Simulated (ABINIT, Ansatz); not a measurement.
# GaH3 (Pm-3m): zone-centre phonons, part 4 of 4

Which modes does GaH3 (Pm-3m) have at the zone centre?

ABINIT 10.8.3; DFT LDA, scalar-relativistic, plane waves, HGH norm-conserving pseudopotentials.

So far, highest optical zone-centre mode (no LO-TO term) (cm⁻¹): step 5 (zone-centre analysis) 1648. The relaxed cell has a = 3.378 Å (conventional setting).

The structure was built from a prototype and need not be the compound's stable phase.

## Step 6: Sum rules set otherwise (asr 0)

Without the rule the raw error of the acoustic modes shows.

Input file anaddb.abi:

```
ddb_filepath "gamma_DDB"
output_file "anaddb.abo"
outdata_prefix "anaddb"
asr 0
chneut 0
enunit 2
eivec 1
nph1l 1
qph1l 0.0 0.0 0.0 1.0
```

Input file mrgddb.in:

```
gamma_DDB
merged
2
dfpt_gammao_DDB
gso_DDB
```

The run is started by

```sh
mrgddb < mrgddb.in > mrgddb.log
OMP_NUM_THREADS=1 anaddb anaddb.abi > anaddb.log
```

anaddb.abo, the main output file:

```text
-outvars_anaddb: echo values of input variables ----------------------

 Miscellaneous information :
      enunit         2
       eivec         1
      chneut         0
 First list of wavevector (reduced coord.) :
       nph1l         1
       qph1l
                     0.00000000E+00  0.00000000E+00  0.00000000E+00    1.000E+00

================================================================================

 read the DDB information and perform some checks

  ==== Info on the Cryst% object ====
 Real(R)+Recip(G) space primitive vectors, cartesian coordinates (Bohr,Bohr^-1):
 R(1)=  6.3839283  0.0000000  0.0000000  G(1)=  0.1566434  0.0000000  0.0000000
 R(2)=  0.0000000  6.3839283  0.0000000  G(2)=  0.0000000  0.1566434  0.0000000
 R(3)=  0.0000000  0.0000000  6.3839283  G(3)=  0.0000000  0.0000000  0.1566434
 Unit cell volume ucvol=  2.6017406E+02 bohr^3
 Angles (23,13,12)=  9.00000000E+01  9.00000000E+01  9.00000000E+01 degrees
 Time-reversal symmetry is present
 Reduced atomic positions [iatom, xred, symbol]:
    1)    0.0000000  0.0000000  0.0000000  Ga
    2)    0.5000000  0.0000000  0.0000000   H
    3)    0.0000000  0.5000000  0.0000000   H
    4)    0.0000000  0.0000000  0.5000000   H

 DDB file with 3 blocks has been read.

================================================================================

 Treat the first list of vectors

  Phonon wavevector (reduced coordinates) :  0.00000  0.00000  0.00000
 Phonon energies in Hartree :
   3.964478E-07  3.964524E-07  3.964662E-07  1.240635E-03  1.240635E-03
   1.240635E-03  2.162393E-03  2.162393E-03  2.162393E-03  7.510116E-03
   7.510116E-03  7.510116E-03
 Phonon energies in meV     :
-  1.078789E-02  1.078802E-02  1.078840E-02  3.375940E+01  3.375940E+01
-  3.375940E+01  5.884171E+01  5.884171E+01  5.884171E+01  2.043607E+02
-  2.043607E+02  2.043607E+02
 Phonon frequencies in cm-1    :
-  8.701023E-02  8.701125E-02  8.701428E-02  2.722880E+02  2.722880E+02
-  2.722880E+02  4.745904E+02  4.745904E+02  4.745904E+02  1.648280E+03
-  1.648280E+03  1.648280E+03
 Phonon frequencies in Thz     :
-  2.608501E-03  2.608532E-03  2.608623E-03  8.162987E+00  8.162987E+00
-  8.162987E+00  1.422786E+01  1.422786E+01  1.422786E+01  4.941419E+01
-  4.941419E+01  4.941419E+01
 Phonon energies in Kelvin  :
-  1.251883E-01  1.251898E-01  1.251941E-01  3.917616E+02  3.917616E+02
-  3.917616E+02  6.828297E+02  6.828297E+02  6.828297E+02  2.371507E+03
-  2.371507E+03  2.371507E+03

 Eigendisplacements
 (will be given, for each mode : in cartesian coordinates
   for each atom the real part of the displacement vector,
   then the imaginary part of the displacement vector - absolute values smaller than 1.0d-7 are set to zero)
  Mode number    1   Energy    3.964478E-07
 Attention : low frequency mode.
   (Could be unstable or acoustic mode)
-  1  0.00000000E+00  0.00000000E+00 -2.74607756E-03
-     0.00000000E+00  0.00000000E+00  0.00000000E+00
-  2  0.00000000E+00  0.00000000E+00 -2.74610583E-03
-     0.00000000E+00  0.00000000E+00  0.00000000E+00
-  3  0.00000000E+00  0.00000000E+00 -2.74610583E-03
-     0.00000000E+00  0.00000000E+00  0.00000000E+00
-  4  0.00000000E+00  0.00000000E+00 -2.74608626E-03
-     0.00000000E+00  0.00000000E+00  0.00000000E+00
  Mode number    2   Energy    3.964524E-07
 Attention : low frequency mode.
   (Could be unstable or acoustic mode)
-  1  6.74325946E-07 -2.74607748E-03  0.00000000E+00
-     0.00000000E+00  0.00000000E+00  0.00000000E+00
-  2  6.74328082E-07 -2.74610574E-03  0.00000000E+00
-     0.00000000E+00  0.00000000E+00  0.00000000E+00
-  3  6.74332887E-07 -2.74608618E-03  0.00000000E+00
-     0.00000000E+00  0.00000000E+00  0.00000000E+00
-  4  6.74332887E-07 -2.74610574E-03  0.00000000E+00
-     0.00000000E+00  0.00000000E+00  0.00000000E+00
  Mode number    3   Energy    3.964662E-07
 Attention : low frequency mode.
   (Could be unstable or acoustic mode)
-  1  2.74607748E-03  6.74325953E-07  0.00000000E+00
-     0.00000000E+00  0.00000000E+00  0.00000000E+00
-  2  2.74608618E-03  6.74332894E-07  0.00000000E+00
-     0.00000000E+00  0.00000000E+00  0.00000000E+00
-  3  2.74610574E-03  6.74328090E-07  0.00000000E+00
-     0.00000000E+00  0.00000000E+00  0.00000000E+00
-  4  2.74610574E-03  6.74332894E-07  0.00000000E+00
-     0.00000000E+00  0.00000000E+00  0.00000000E+00
  Mode number    4   Energy    1.240635E-03
-  1  0.00000000E+00  1.01942604E-07  5.39582716E-04
-     0.00000000E+00  0.00000000E+00  0.00000000E+00
-  2  0.00000000E+00 -2.94672524E-06 -1.55970314E-02
-     0.00000000E+00  0.00000000E+00  0.00000000E+00
-  3  0.00000000E+00 -1.15823848E-06 -1.55970314E-02
-     0.00000000E+00  0.00000000E+00  0.00000000E+00
-  4  0.00000000E+00 -2.94672524E-06 -6.13056205E-03
-     0.00000000E+00  0.00000000E+00  0.00000000E+00
  Mode number    5   Energy    1.240635E-03
-  1  0.00000000E+00  5.39582716E-04 -1.01942608E-07
-     0.00000000E+00  0.00000000E+00  0.00000000E+00
-  2  0.00000000E+00 -1.55970314E-02  2.94672533E-06
-     0.00000000E+00  0.00000000E+00  0.00000000E+00
-  3  0.00000000E+00 -6.13056205E-03  2.94672533E-06
-     0.00000000E+00  0.00000000E+00  0.00000000E+00
-  4  0.00000000E+00 -1.55970314E-02  1.15823851E-06
-     0.00000000E+00  0.00000000E+00  0.00000000E+00
  Mode number    6   Energy    1.240635E-03
-  1  5.39582725E-04  0.00000000E+00  0.00000000E+00
-     0.00000000E+00  0.00000000E+00  0.00000000E+00
-  2 -6.13056216E-03  0.00000000E+00  0.00000000E+00
-     0.00000000E+00  0.00000000E+00  0.00000000E+00
-  3 -1.55970317E-02  0.00000000E+00  0.00000000E+00
-     0.00000000E+00  0.00000000E+00  0.00000000E+00
-  4 -1.55970317E-02  0.00000000E+00  0.00000000E+00
-     0.00000000E+00  0.00000000E+00  0.00000000E+00
  Mode number    7   Energy    2.162393E-03
-  1  0.00000000E+00  0.00000000E+00  0.00000000E+00
-     0.00000000E+00  0.00000000E+00  0.00000000E+00
-  2  0.00000000E+00  3.64411390E-06  1.64963400E-02
-     0.00000000E+00  0.00000000E+00  0.00000000E+00
-  3  1.73155395E-07  0.00000000E+00 -1.64963400E-02
-     0.00000000E+00  0.00000000E+00  0.00000000E+00
-  4 -1.73155395E-07 -3.64411390E-06  0.00000000E+00
-     0.00000000E+00  0.00000000E+00  0.00000000E+00
  Mode number    8   Energy    2.162393E-03
-  1  0.00000000E+00  0.00000000E+00  0.00000000E+00
-     0.00000000E+00  0.00000000E+00  0.00000000E+00
-  2  0.00000000E+00  1.64963400E-02 -3.64411769E-06
-     0.00000000E+00  0.00000000E+00  0.00000000E+00
-  3  3.61673507E-07  0.00000000E+00  3.64411769E-06
-     0.00000000E+00  0.00000000E+00  0.00000000E+00
-  4 -3.61673507E-07 -1.64963400E-02  0.00000000E+00
-     0.00000000E+00  0.00000000E+00  0.00000000E+00
  Mode number    9   Energy    2.162393E-03
-  1  0.00000000E+00  0.00000000E+00  0.00000000E+00
-     0.00000000E+00  0.00000000E+00  0.00000000E+00
-  2  0.00000000E+00  3.61711749E-07  1.73075495E-07
-     0.00000000E+00  0.00000000E+00  0.00000000E+00
-  3 -1.64963404E-02  0.00000000E+00 -1.73075495E-07
-     0.00000000E+00  0.00000000E+00  0.00000000E+00
-  4  1.64963404E-02 -3.61711749E-07  0.00000000E+00
-     0.00000000E+00  0.00000000E+00  0.00000000E+00
  Mode number   10   Energy    7.510116E-03
-  1  0.00000000E+00  0.00000000E+00  1.89470635E-04
-     0.00000000E+00  0.00000000E+00  0.00000000E+00
-  2  0.00000000E+00  0.00000000E+00  4.61744003E-03
-     0.00000000E+00  0.00000000E+00  0.00000000E+00
-  3  0.00000000E+00  0.00000000E+00  4.61744003E-03
-     0.00000000E+00  0.00000000E+00  0.00000000E+00
-  4  0.00000000E+00  0.00000000E+00 -2.23413006E-02
-     0.00000000E+00  0.00000000E+00  0.00000000E+00
  Mode number   11   Energy    7.510116E-03
-  1  0.00000000E+00 -1.89470635E-04  0.00000000E+00
-     0.00000000E+00  0.00000000E+00  0.00000000E+00
-  2  0.00000000E+00 -4.61744003E-03  0.00000000E+00
-     0.00000000E+00  0.00000000E+00  0.00000000E+00
-  3  0.00000000E+00  2.23413006E-02  0.00000000E+00
-     0.00000000E+00  0.00000000E+00  0.00000000E+00
-  4  0.00000000E+00 -4.61744003E-03  0.00000000E+00
-     0.00000000E+00  0.00000000E+00  0.00000000E+00
  Mode number   12   Energy    7.510116E-03
-  1  1.89470635E-04  0.00000000E+00  0.00000000E+00
-     0.00000000E+00  0.00000000E+00  0.00000000E+00
-  2 -2.23413006E-02  0.00000000E+00  0.00000000E+00
-     0.00000000E+00  0.00000000E+00  0.00000000E+00
-  3  4.61744003E-03  0.00000000E+00  0.00000000E+00
-     0.00000000E+00  0.00000000E+00  0.00000000E+00
-  4  4.61744003E-03  0.00000000E+00  0.00000000E+00
-     0.00000000E+00  0.00000000E+00  0.00000000E+00

 Analysis of degeneracies and characters (maximum tolerance=1.00E-06 a.u.)
 For each vibration mode, or group of modes if degenerate,
 the characters are given for each symmetry operation (see the list in the log file).
 Symmetry characters of vibration mode #   1
       degenerate with vibration modes #   2 to    3
  3.0 -3.0 -1.0  1.0 -1.0  1.0 -1.0  1.0  1.0 -1.0 -1.0  1.0  1.0 -1.0 -1.0  1.0
 -0.0  0.0 -0.0  0.0  0.0 -0.0  0.0 -0.0  1.0 -1.0 -1.0  1.0 -1.0  1.0  1.0 -1.0
 -0.0  0.0  0.0 -0.0  0.0 -0.0 -0.0  0.0  1.0 -1.0  1.0 -1.0 -1.0  1.0 -1.0  1.0
 Symmetry characters of vibration mode #   4
       degenerate with vibration modes #   5 to    6
  3.0 -3.0 -1.0  1.0 -1.0  1.0 -1.0  1.0  1.0 -1.0 -1.0  1.0  1.0 -1.0 -1.0  1.0
  0.0 -0.0  0.0 -0.0 -0.0  0.0  0.0 -0.0  1.0 -1.0 -1.0  1.0 -1.0  1.0  1.0 -1.0
  0.0 -0.0 -0.0  0.0  0.0 -0.0  0.0 -0.0  1.0 -1.0  1.0 -1.0 -1.0  1.0 -1.0  1.0
 Symmetry characters of vibration mode #   7
       degenerate with vibration modes #   8 to    9
  3.0 -3.0 -1.0  1.0 -1.0  1.0 -1.0  1.0 -1.0  1.0  1.0 -1.0 -1.0  1.0  1.0 -1.0
  0.0 -0.0 -0.0  0.0 -0.0  0.0  0.0 -0.0 -1.0  1.0  1.0 -1.0  1.0 -1.0 -1.0  1.0
  0.0 -0.0 -0.0  0.0  0.0 -0.0 -0.0  0.0 -1.0  1.0 -1.0  1.0  1.0 -1.0  1.0 -1.0
 Symmetry characters of vibration mode #  10
       degenerate with vibration modes #  11 to   12
  3.0 -3.0 -1.0  1.0 -1.0  1.0 -1.0  1.0  1.0 -1.0 -1.0  1.0  1.0 -1.0 -1.0  1.0
 -0.0  0.0  0.0 -0.0 -0.0  0.0  0.0 -0.0  1.0 -1.0 -1.0  1.0 -1.0  1.0  1.0 -1.0
 -0.0  0.0 -0.0  0.0  0.0 -0.0  0.0 -0.0  1.0 -1.0  1.0 -1.0 -1.0  1.0 -1.0  1.0
-
```

Elapsed: 0.54 s, on 1 thread of Arm Neoverse N1, shared host.

Zone-centre frequencies as printed; negative means imaginary. Modes:

```csv
mode,frequency (cm⁻¹)
1,0.09
2,0.09
3,0.09
4,272.3
5,272.3
6,272.3
7,474.6
8,474.6
9,474.6
10,1648
11,1648
12,1648
```

## Step 7: A second program

The same cell goes through another code, with its own cutoff. The potentials differ.

This step: DFT LDA, scalar-relativistic, plane waves, PseudoDojo norm-conserving pseudopotentials (Ansatz 0.2.0).

Input file input.yaml:

```yaml
crystal:
  lattice:
    - [3.3782293639, 0.0, 0.0]
    - [0.0, 3.3782293639, 0.0]
    - [0.0, 0.0, 3.3782293639]
  atoms:
    - { symbol: Ga, position: [0.0, 0.0, 0.0] }
    - { symbol: H, position: [0.5, 0.0, 0.0] }
    - { symbol: H, position: [0.0, 0.5, 0.0] }
    - { symbol: H, position: [0.0, 0.0, 0.5] }
kpoints:
  mp_grid: { grid: [12, 12, 12] }
hamiltonian:
  xc: lda
  pseudopotentials: { kind: nc, accuracy: standard }
scf:
  occupations: { method: gaussian, width: 0.27211 }
output:
  eigenvalues: true
phonons:
  method: dfpt
```

The run is started by

```sh
ansatz run input.yaml --threads 2 --pin off --max-ram 4096MiB --backend cpu --events-out ev --progress --plain --runs-dir out
```

Output:

```text
zone centre: on kpoints.mp_grid the ground state, and the responses unless they are solved on pairs of k-points, stand on 343 of the mesh's 1728 k-points, reduced under 8 symmetry operations, with k and −k counted as one. Each operation leaves every solved displacement unchanged or reverses it
Engine: ansatz 0.2.0, aarch64-unknown-linux-gnu
Pseudopotentials: kind: nc
Pseudopotential: Ga, nc, valence charge 13, recommended cutoff 1088.45545 eV (normal), Ga.nc.azcp (PseudoDojo's, or run here from an input of PseudoDojo's; its table is named by hamiltonian.pseudopotentials.accuracy)
Pseudopotential: H, nc, valence charge 1, recommended cutoff 1006.821291 eV (normal), H.nc.azcp (PseudoDojo's, or run here from an input of PseudoDojo's; its table is named by hamiltonian.pseudopotentials.accuracy)
Functional definition: SPW92
  exchange = slater_x
  correlation = pw_c
Crystal: 4 atoms, lattice volume = 38.554 Å³
Basis set: ecut = 1088.45545 eV, 3119 PW (Γ), exchange–correlation on 80×80×80 points (8 copies of the dense FFT grid, shifted against one another)
Bands: 12, of which v1, the nominal top of the filled ones, is band 8 counted from 1 (7 counted from 0)
Symmetry: 48 space group operations
k-points: 343 of 1728 (irreducible under 8 space group operations)
Non-local potential: Ga, projectors of the file, l = 0: 2, l = 1: 2, l = 2: 2
Non-local potential: H, projectors of the file, l = 0: 2, l = 1: 1
Initial density: superposition of atomic densities (chi_scale 0.1, normalization cell, long waves kept (reshape's long-wave potential 0.00 eV rms))
Initial wavefunctions: pseudopotential atomic-orbital guess
Functional: x = slater, c = lda
SCF iter   1: F=—  HF=-2124.518995 eV  |F-HF|=—  |Δ(HF+E_count)|=         —  Δρ=7.59e-2  dr2=1.78e0  ethr=3.10e-3  ⟨swp⟩=4.7  Hψ=22851  notcnv=0
preconditioner: auto → none  [metal: Δε(μ)=0.083 eV  Ē_g=16.855 eV  σ=0.272 eV  W_gap=0.17  n_scr=6 (ndim 8)  ℏωp=23.9 eV  f_vac=0.003  D(μ)=0.42/eV (n_scr^D=0)  sad-step TF]
SCF iter   2: F=—  HF=-2124.055560 eV  |F-HF|=—  |Δ(HF+E_count)|=   4.63e-1  Δρ=3.99e-2  dr2=5.57e-1  ethr=3.10e-3  ⟨swp⟩=2.2  Hψ=7642  notcnv=0
SCF iter   3: F=—  HF=-2123.863263 eV  |F-HF|=—  |Δ(HF+E_count)|=   1.92e-1  Δρ=4.49e-3  dr2=5.58e-3  ethr=3.10e-3  ⟨swp⟩=2.1  Hψ=6350  notcnv=0
SCF iter   4: F=—  HF=-2123.864464 eV  |F-HF|=—  |Δ(HF+E_count)|=   1.20e-3  Δρ=2.36e-3  dr2=8.74e-4  ethr=3.49e-5  ⟨swp⟩=2.0  Hψ=7053  notcnv=0
SCF iter   5: F=—  HF=-2123.864309 eV  |F-HF|=—  |Δ(HF+E_count)|=   1.55e-4  Δρ=3.88e-4  dr2=3.42e-5  ethr=5.47e-6  ⟨swp⟩=2.7  Hψ=7407  notcnv=0
SCF iter   6: F=—  HF=-2123.864310 eV  |F-HF|=—  |Δ(HF+E_count)|=   1.12e-6  Δρ=3.90e-5  dr2=5.79e-7  ethr=2.14e-7  ⟨swp⟩=2.7  Hψ=7062  notcnv=0
SCF iter   7: F=—  HF=-2123.864308 eV  |F-HF|=—  |Δ(HF+E_count)|=   1.82e-6  Δρ=3.73e-6  dr2=3.78e-9  ethr=3.62e-9  ⟨swp⟩=2.1  Hψ=5179  notcnv=0
SCF iter   8: F=—  HF=-2123.864308 eV  |F-HF|=—  |Δ(HF+E_count)|=   2.52e-9  Δρ=5.83e-7  dr2=6.06e-11  ethr=2.36e-11  ⟨swp⟩=2.2  Hψ=6219  notcnv=0
SCF iter   9: F=-2123.864308 eV  HF=-2123.864308 eV  |F-HF|=0.00e0  |Δ(HF+E_count)|=  9.09e-12  Δρ=4.67e-8  dr2=2.45e-13  ethr=1.00e-12  ⟨swp⟩=7.2  Hψ=22872  notcnv=0
SCF 1 converged in 9 iterations: F = -2123.864308 eV  dr2 = 2.45e-13
DFPT response loops at Γ: preconditioner auto → Kerker (q_TF=auto, 2.356 Å⁻¹) (partly filled bands, converged f_vac=0.110); β = 1.00, the filter's whole step (`scf.mixing.beta` (0.50) is not read by the response loops under this deck's `scf.mixing.preconditioner`; to damp them name `kerker` or `kerker_dos`, under which they read `scf.mixing.beta`, and type it under 1.00, their step now; both keys bind the ground state too); Broyden in place of MSR1
SCF converged after 9 iterations
Free energy (F): -2123.864308 eV
Harris-Foulkes:  -2123.864308 eV  (|F-HF|=0.00e0)
Internal energy: -2123.849032 eV  (E = F + TS)
E sigma→0 (E₀):  -2123.856670 eV
Entropy (-TS):   -0.015276 eV (-3.819 meV/atom)
Fermi energy:    3.874629 eV
--- Per-component energies (eV) ---
  E_band       = -116.164907
  E_kinetic    = 1747.487223
  E_local      = -1935.765446  (includes V_loc(G=0)·N_el)
  E_nonlocal   = -1042.203732
  E_hartree    = 758.037727
  E_xc         = -587.930163
  E_vxc        = -401.758404  (∫ρ·V_xc dr)
  E_ewald      = -1063.474641
  E_smearing   = -0.015276  (= −TS)
  E_closure    = 0.000000  (closes the sum)
  Σ components = -2123.864308   (vs F -2123.864308, Δ=0.00e0)
--- Band table (eV; the first three rows and the last of 343) ---
  k-point 0: bands = [... 4 lower, -10.7920, -7.0422, 4.1208, 4.1208, 7.8339, 7.8339, 7.8339, 11.7120]
  k-point 1: bands = [... 4 lower, -10.7919, -6.9661, 3.4695, 4.1468, 7.9038, 7.9038, 8.2591, 12.1335]
  k-point 2: bands = [... 4 lower, -10.7915, -6.7387, 2.1452, 4.2192, 8.1059, 8.1059, 8.9564, 13.3182]
  k-point 342: bands = [... 4 lower, -10.8596, -0.5558, -0.5558, -0.5558, 1.0379, 9.4270, 9.4270, 9.4270]
--- Phonons (Γ-DFPT): 3 representative perturbations + reference, on 343 of 1728 k-points (Σ response iterations 9) ---
  k mesh reduced under 8 symmetry operations, with k and −k counted as one. Each operation leaves every solved displacement unchanged or reverses it
  ASR residual: 5.108e-5 → 0.000e0 eV/Å²; symmetrization residual: 6.191e-6 eV/Å²
  ASR residual per site (eV/Å²): 5.11e-5 1.36e-5 1.36e-5 1.36e-5
  Γ frequencies (cm⁻¹): 0.00 0.00 0.00 302.49 302.49 302.49 428.84 428.84 428.84 1800.50 1800.50 1800.50
  non-analytic LO–TO correction: not included (Born effective charges unavailable; polar crystals: no LO–TO splitting at Γ)
```

The job ended after 2.4 min (2 threads; peak memory 1.5 GiB).

Numbers from this step:

| Property | Result |
| --- | --- |
| sum-rule residual before enforcement | 5.11e-5 eV/Å² |
| highest optical zone-centre mode (no LO-TO term) | 1800 cm⁻¹ |
| lowest optical zone-centre mode | 302.5 cm⁻¹ |

## Step 8: The two compared: ABINIT HGH and Ansatz, PseudoDojo

Worked out from the results:

```
root-mean-square difference : 93.41 cm⁻¹
largest difference          : 152.2 cm⁻¹
```

Optical modes, paired by symmetry label. Frequencies side by side, by row:

```csv
q (reciprocal lattice),mode,ABINIT HGH (cm⁻¹),"Ansatz, PseudoDojo (cm⁻¹)"
0 0 0,4,272.3,302.5
0 0 0,5,272.3,302.5
0 0 0,6,272.3,302.5
0 0 0,7,474.6,428.8
0 0 0,8,474.6,428.8
0 0 0,9,474.6,428.8
0 0 0,10,1648,1800
0 0 0,11,1648,1800
0 0 0,12,1648,1800
```

At the zone centre the largest difference (acoustic modes at Γ apart) is 9 % of the highest mode.

## Step 9: What came out

```json
{"space group after relaxation": "Pm-3m", "volume per atom": "9.64 Å³", "highest optical zone-centre mode (no LO-TO term)": "1648 cm⁻¹", "lowest optical zone-centre mode": "272.3 cm⁻¹", "imaginary optical modes at the zone centre (no q mesh in this session)": "none", "largest difference from Ansatz, PseudoDojo": "152.2 cm⁻¹"}
```

What this shows: At the LDA level the optical modes of GaH3 (Pm-3m) at the zone centre run from 272 to 1648 cm⁻¹. On other potentials, and in a cell that was not relaxed for them, the second run differs strongly on some modes. The base run prints -0.72 GPa, mostly the error of a finite basis; the relaxation, with a smoothed and higher cutoff, had brought the cell to rest. ABINIT HGH and Ansatz, PseudoDojo differ by 93.4 cm⁻¹ in the root mean square and by 152.2 cm⁻¹ at most, 9.2 % of the highest mode compared (acoustic modes at Γ left out); the two use different potentials, and the cell was not relaxed for the second set. These are harmonic frequencies at zero temperature: anharmonic shifts and linewidths and thermal expansion are left out. The HGH files keep few electrons and have no core correction, which is cheap but rough for Ga. In a metal the frequencies hang on the k mesh and the smearing, most of all near Kohn anomalies. The structure is a hypothetical one, built on a prototype.

[Host names and launcher messages were left out of these logs when they were recorded.]

[Logs are printed without paths, hosts, clocks, repeated set-up lines and the standing remarks that a program may print on its own settings, such as how far it seeks lower states.]

[Hosts, paths, dates, database ids (printed as entryN), source tags and the programs' standing remarks are cut or masked in the printed files.]
